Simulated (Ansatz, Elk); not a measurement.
**How far do independent atoms describe YGa2Cu2C?**

Structure refinements treat a crystal as free atoms side by side. For a made-up structure of YGa2Cu2C (cell and positions from a PBEsol relaxation) the runs below show what the calculated density changes in F(hkl).

Calculated with Elk 11.2.3 (patched build); DFT, PBE, all-electron APW+lo, Dirac cores, scalar-relativistic bands, static density, no spin.

This account leaves out most program logs.

The structure was built from a prototype and need not be the compound's stable phase.

### Step 1. The starting structure

It takes space group I4/mmm (No. 139, tetragonal). Conventional cell: a = 3.571 Å, b = 3.571 Å, c = 14.325 Å, α = 90.00°, β = 90.00°, γ = 90.00°. Nearest to Y lie 4 C at 2.53 Å. Nearest to Ga lie 1 C at 1.92 Å and 4 Cu at 2.44 Å. Nearest to Cu lie 4 Ga at 2.44 Å and 4 Cu at 2.53 Å. Nearest to C lie 2 Ga at 1.92 Å and 4 Y at 2.53 Å. Farther neighbours are not listed.

Structure file:

```cif
data_structure
_symmetry_space_group_name_H-M 'P 1'
_symmetry_Int_Tables_number 1
_cell_length_a 7.5945
_cell_length_b 7.5945
_cell_length_c 7.5945
_cell_angle_alpha 152.802
_cell_angle_beta 152.802
_cell_angle_gamma 38.843
_cell_volume 91.35
loop_
_atom_site_label
_atom_site_type_symbol
_atom_site_fract_x
_atom_site_fract_y
_atom_site_fract_z
_atom_site_occupancy
Y1 Y 0.50000 0.50000 0.00000 1
Ga2 Ga 0.86631 0.86631 0.00000 1
Ga3 Ga 0.13369 0.13369 0.00000 1
Cu4 Cu 0.25000 0.75000 0.50000 1
Cu5 Cu 0.75000 0.25000 0.50000 1
C6 C 0.00000 0.00000 0.00000 1
```

### Step 2. Ground state and structure factors

An all-electron density is needed, since X-rays see the cores too. Task 0 finds the density and task 195 Fourier-transforms it; tshift is off so that phases refer to the origin typed.

elk.in

```
tasks
  0
  195

xctype
  20

spinpol
  .false.

rgkmax
  7.0

gmaxvr
  14.0

lmaxo
  7

lmaxapw
  8

swidth
  0.002

tshift
  .false.

ramdisk
  .false.

hmaxvr
  5.5

maxscl
  120

epspot
  1e-06

sppath
  './'

avec
  -3.37436347550 3.37436347550 13.53494779055
  3.37436347550 -3.37436347550 13.53494779055
  3.37436347550 3.37436347550 -13.53494779055

atoms
  4
  'Y.in'
  1
  0.5000000000 0.5000000000 -0.0000000000   0.000000 0.000000 0.000000
  'Ga.in'
  2
  0.8663109011 0.8663109011 -0.0000000000   0.000000 0.000000 0.000000
  0.1336890989 0.1336890989 -0.0000000000   0.000000 0.000000 0.000000
  'Cu.in'
  2
  0.2500000000 0.7500000000 0.5000000000   0.000000 0.000000 0.000000
  0.7500000000 0.2500000000 0.5000000000   0.000000 0.000000 0.000000
  'C.in'
  1
  -0.0000000000 -0.0000000000 -0.0000000000   0.000000 0.000000 0.000000

ngridk
  9 9 9
```

On the command line:

```bash
> OMP_NUM_THREADS=4 elk
```

It took 2.2 min on 4 threads of Arm Neoverse V1, shared host; peak memory 0.27 GiB; 7.4 min of CPU time.

SFACRHO.OUT:

```text

h k l indices transformed by vhmat matrix:
   1.000000000       0.000000000       0.000000000    
   0.000000000       1.000000000       0.000000000    
   0.000000000       0.000000000       1.000000000    

      h      k      l  multipl.   |H|            Re(F)            Im(F)           |F|

      0      0      0      1   0.0000000       165.00000      0.87558501E-17   165.00000    
     -1     -1      1      2  0.46421940      -19.704947      0.71887949E-13   19.704947    
     -2     -2      2      2  0.92843879       36.486248      0.75115332E-13   36.486248    
      1      0     -1      8  0.95951507       7.6645892      0.34228484E-13   7.6645892    
     -1     -2      2      8   1.1626128      -69.475697     -0.21395888E-13   69.475697    
      0      0     -1      4   1.3166581       37.728425     -0.28010539E-13   37.728425    
     -3     -3      3      2   1.3926582       4.2558097      0.18654533E-12   4.2558097    
      0      2     -1      8   1.3960975       74.097731     -0.12596755E-13   74.097731    
     -2     -3      2      8   1.4878397      -49.593122     -0.42759531E-13   49.593122    
      1      3     -2      8   1.6110826      -56.719718     -0.16436763E-12   56.719718    
     -4     -4      4      2   1.8568776       110.46264     -0.55845238E-13   110.46264    
      1     -1     -1      4   1.8620357       114.55295      0.23431314E-13   114.55295    
      4      3     -4      8   1.8726091       15.697393      0.11548956E-12   15.697393    
     -3     -3      2      8   1.9165295       83.592643      0.35729942E-13   83.592643    
      0     -2      0      8   1.9190301      -15.198191      0.21041942E-13   15.198191    
     -3     -1      1      8   2.0806671       25.846240      0.98311982E-13   25.846240    
      0     -1      2     16   2.0947186       4.2484522     -0.23550311E-13   4.2484522    
      1      2      0     16   2.1951869      -56.250293      0.17081229E-13   56.250293
```

Elk indexes on the primitive cell of elk.in and gives |H| = 4π sin θ/λ in inverse bohr. Below, one row stands for each form hkl of the conventional cell (m members, Friedel mates merged), F is for one primitive cell and the density is static (no thermal factor). Free-atom factors are Waasmaier and Kirfel's, and R is Σm||F|−|F'||/Σm|F|. Elk warned that it couldn't find a linearisation energy, which lowers the accuracy of some states in this run and its variants.

| hkl | m | sin θ/λ (Å⁻¹) | abs F, DFT | neutral atoms | diff. |
| --- | --- | --- | --- | --- | --- |
| 002 | 2 | 0.070 | 19.705 | 20.002 | -0.297 |
| 004 | 2 | 0.140 | 36.486 | 36.280 | +0.207 |
| 101 | 8 | 0.144 | 7.665 | 7.273 | +0.392 |
| 103 | 8 | 0.175 | 69.476 | 69.842 | -0.366 |
| 110 | 4 | 0.198 | 37.728 | 37.091 | +0.637 |
| 006 | 2 | 0.209 | 4.256 | 3.107 | +1.149 |
| 112 | 8 | 0.210 | 74.098 | 74.625 | -0.528 |
| 105 | 8 | 0.224 | 49.593 | 49.997 | -0.404 |
| 114 | 8 | 0.242 | 56.720 | 57.895 | -1.175 |
| 008 | 2 | 0.279 | 110.463 | 111.447 | -0.984 |
| 200 | 4 | 0.280 | 114.553 | 115.467 | -0.914 |
| 107 | 8 | 0.282 | 15.697 | 16.119 | -0.421 |
| 116 | 8 | 0.288 | 83.593 | 84.226 | -0.633 |
| 202 | 8 | 0.289 | 15.198 | 15.820 | -0.622 |

### Step 3. The highest occupied states alone

An energy window below the Fermi level keeps the highest occupied states, to see at which angles they scatter; shallow core shells can lie inside it and anion s states outside. No new self-consistency is needed.

Edit elk.in of step 2 so:

```diff
@@ -1,3 +1,2 @@
 tasks
-  0
   195
@@ -40,2 +39,5 @@
 
+wsfac
+  -0.088140 0.579350
+
 sppath
```

On the command line:

```bash
> OMP_NUM_THREADS=4 elk
```

Elapsed: 16 s, on 4 threads; peak memory 0.19 GiB; 23 s of CPU time.

States within 10 eV below the Fermi level hold 33.00 electrons; any levels below the window count with the cores. Their amplitudes can exceed the total, where window and core parts have opposite phase:

| hkl | sin θ/λ (Å⁻¹) | abs F, window | abs F, all |
| --- | --- | --- | --- |
| 002 | 0.070 | 16.743 | 19.705 |
| 004 | 0.140 | 17.331 | 36.486 |
| 101 | 0.144 | 2.645 | 7.665 |
| 103 | 0.175 | 0.508 | 69.476 |
| 110 | 0.198 | 11.686 | 37.728 |
| 006 | 0.209 | 11.053 | 4.256 |
| 112 | 0.210 | 13.991 | 74.098 |
| 105 | 0.224 | 1.019 | 49.593 |
| 114 | 0.242 | 10.616 | 56.720 |
| 008 | 0.279 | 10.648 | 110.463 |

### Step 4. Another try

In this try the input is made faulty on purpose, to show what that does.

The input is changed as shown.

Edit elk.in of step 3 so:

```diff
@@ -1,2 +1,3 @@
 tasks
+  0
   195
@@ -10,3 +11,3 @@
 rgkmax
-  7.0
+  3.5
 
@@ -34,3 +35,3 @@
 maxscl
-  120
+  60
 
@@ -38,5 +39,2 @@
   1e-06
-
-wsfac
-  -0.088140 0.579350
```

On the command line:

```bash
> OMP_NUM_THREADS=4 elk
```

Run time: 86 s. Hardware: 4 threads; peak memory 0.23 GiB.

The run finished. A setting was moved off its sound value on purpose, so it serves as a test and not as the result.

The fault put into the input: a cutoff far too low.

Its structure factors differ from the first run's by R = 0.3 %.

### Step 5. Another functional

The difference from free atoms is small, so it is set against the change that LDA (Perdew-Wang) makes.

Edit elk.in of step 4 so:

```diff
@@ -5,3 +5,3 @@
 xctype
-  20
+  3
 
@@ -11,3 +11,3 @@
 rgkmax
-  3.5
+  7.0
 
@@ -35,3 +35,3 @@
 maxscl
-  60
+  120
```

On the command line:

```bash
> OMP_NUM_THREADS=4 elk
```

Elapsed: 75 s, on 4 threads; peak memory 0.21 GiB; 4.3 min of CPU time.

Against the first run R = 0.05 %; the largest change is -0.058 at 220.

### Step 6. Basis size

A smaller basis shows how fast F responds to it; the change is likely larger than the basis error of the first run, but doesn't show convergence.

Edit elk.in of step 5 so:

```diff
@@ -5,3 +5,3 @@
 xctype
-  3
+  20
 
@@ -11,3 +11,3 @@
 rgkmax
-  7.0
+  5.5
```

On the command line:

```bash
> OMP_NUM_THREADS=4 elk
```

Elapsed: 96 s, on 4 threads; peak memory 0.24 GiB.

Against the first run R = 0.07 %; the largest change is +0.101 at 0 0 10.

### Step 7. Settings against the effect

| run | R against the first run (%) | R against neutral atoms, low angle (%) | wall time |
| --- | --- | --- | --- |
| PBE, rgkmax 7 | 0.00 | 1.22 | 2.2 min |
| LDA (Perdew-Wang) | 0.05 | 1.23 | 75 s |
| rgkmax 5.5 | 0.07 | 1.21 | 96 s |

### Step 8. Outcome

```json
{"R against neutral atoms, sin θ/λ < 0.3 Å⁻¹": "1.22 %", "R against neutral atoms, 0.3 to 0.80 Å⁻¹": "0.30 %"}
```

In words: Independent neutral atoms miss the calculated amplitudes by R = 1.22 % below 0.3 Å⁻¹ and 0.30 % from there to 0.80 Å⁻¹; by shells, 2.38 % below 0.15 Å⁻¹ (3 forms), 1.16 % 0.15 to 0.3 (11 forms), 0.35 % 0.3 to 0.45 (23 forms), 0.29 % above 0.45 (111 forms). Bonding, aspherical density and the tables' own atoms all enter these figures, and the runs don't part them. The largest change of an amplitude is -1.18 electrons, at 114. Weak lines can change much in proportion: 006 goes from 3.11 to 4.26. The window's part falls from 33.0 electrons at the origin to at most 4.92 between 0.45 and 0.80 Å⁻¹, where compact states inside the window still scatter. Below 0.3 Å⁻¹ the changes that finished (LDA (Perdew-Wang) and rgkmax 5.5) move F by R = 0.07 % at most, against the 1.22 % that separates it from free atoms. The k-mesh has no finished test. These runs have no spin, though d or f shells may be open. Part of the difference isn't bonding: the tables are fits to free atoms and ions calculated by other methods than this functional. Thermal motion, anomalous dispersion and extinction are left out.

[Logs are printed without paths, hosts, clocks, repeated set-up lines and the standing remarks that a program may print on its own settings, such as how far it seeks lower states.]

[Hosts, paths, dates, database ids (printed as entryN), source tags and the programs' standing remarks are cut or masked in the printed files.]
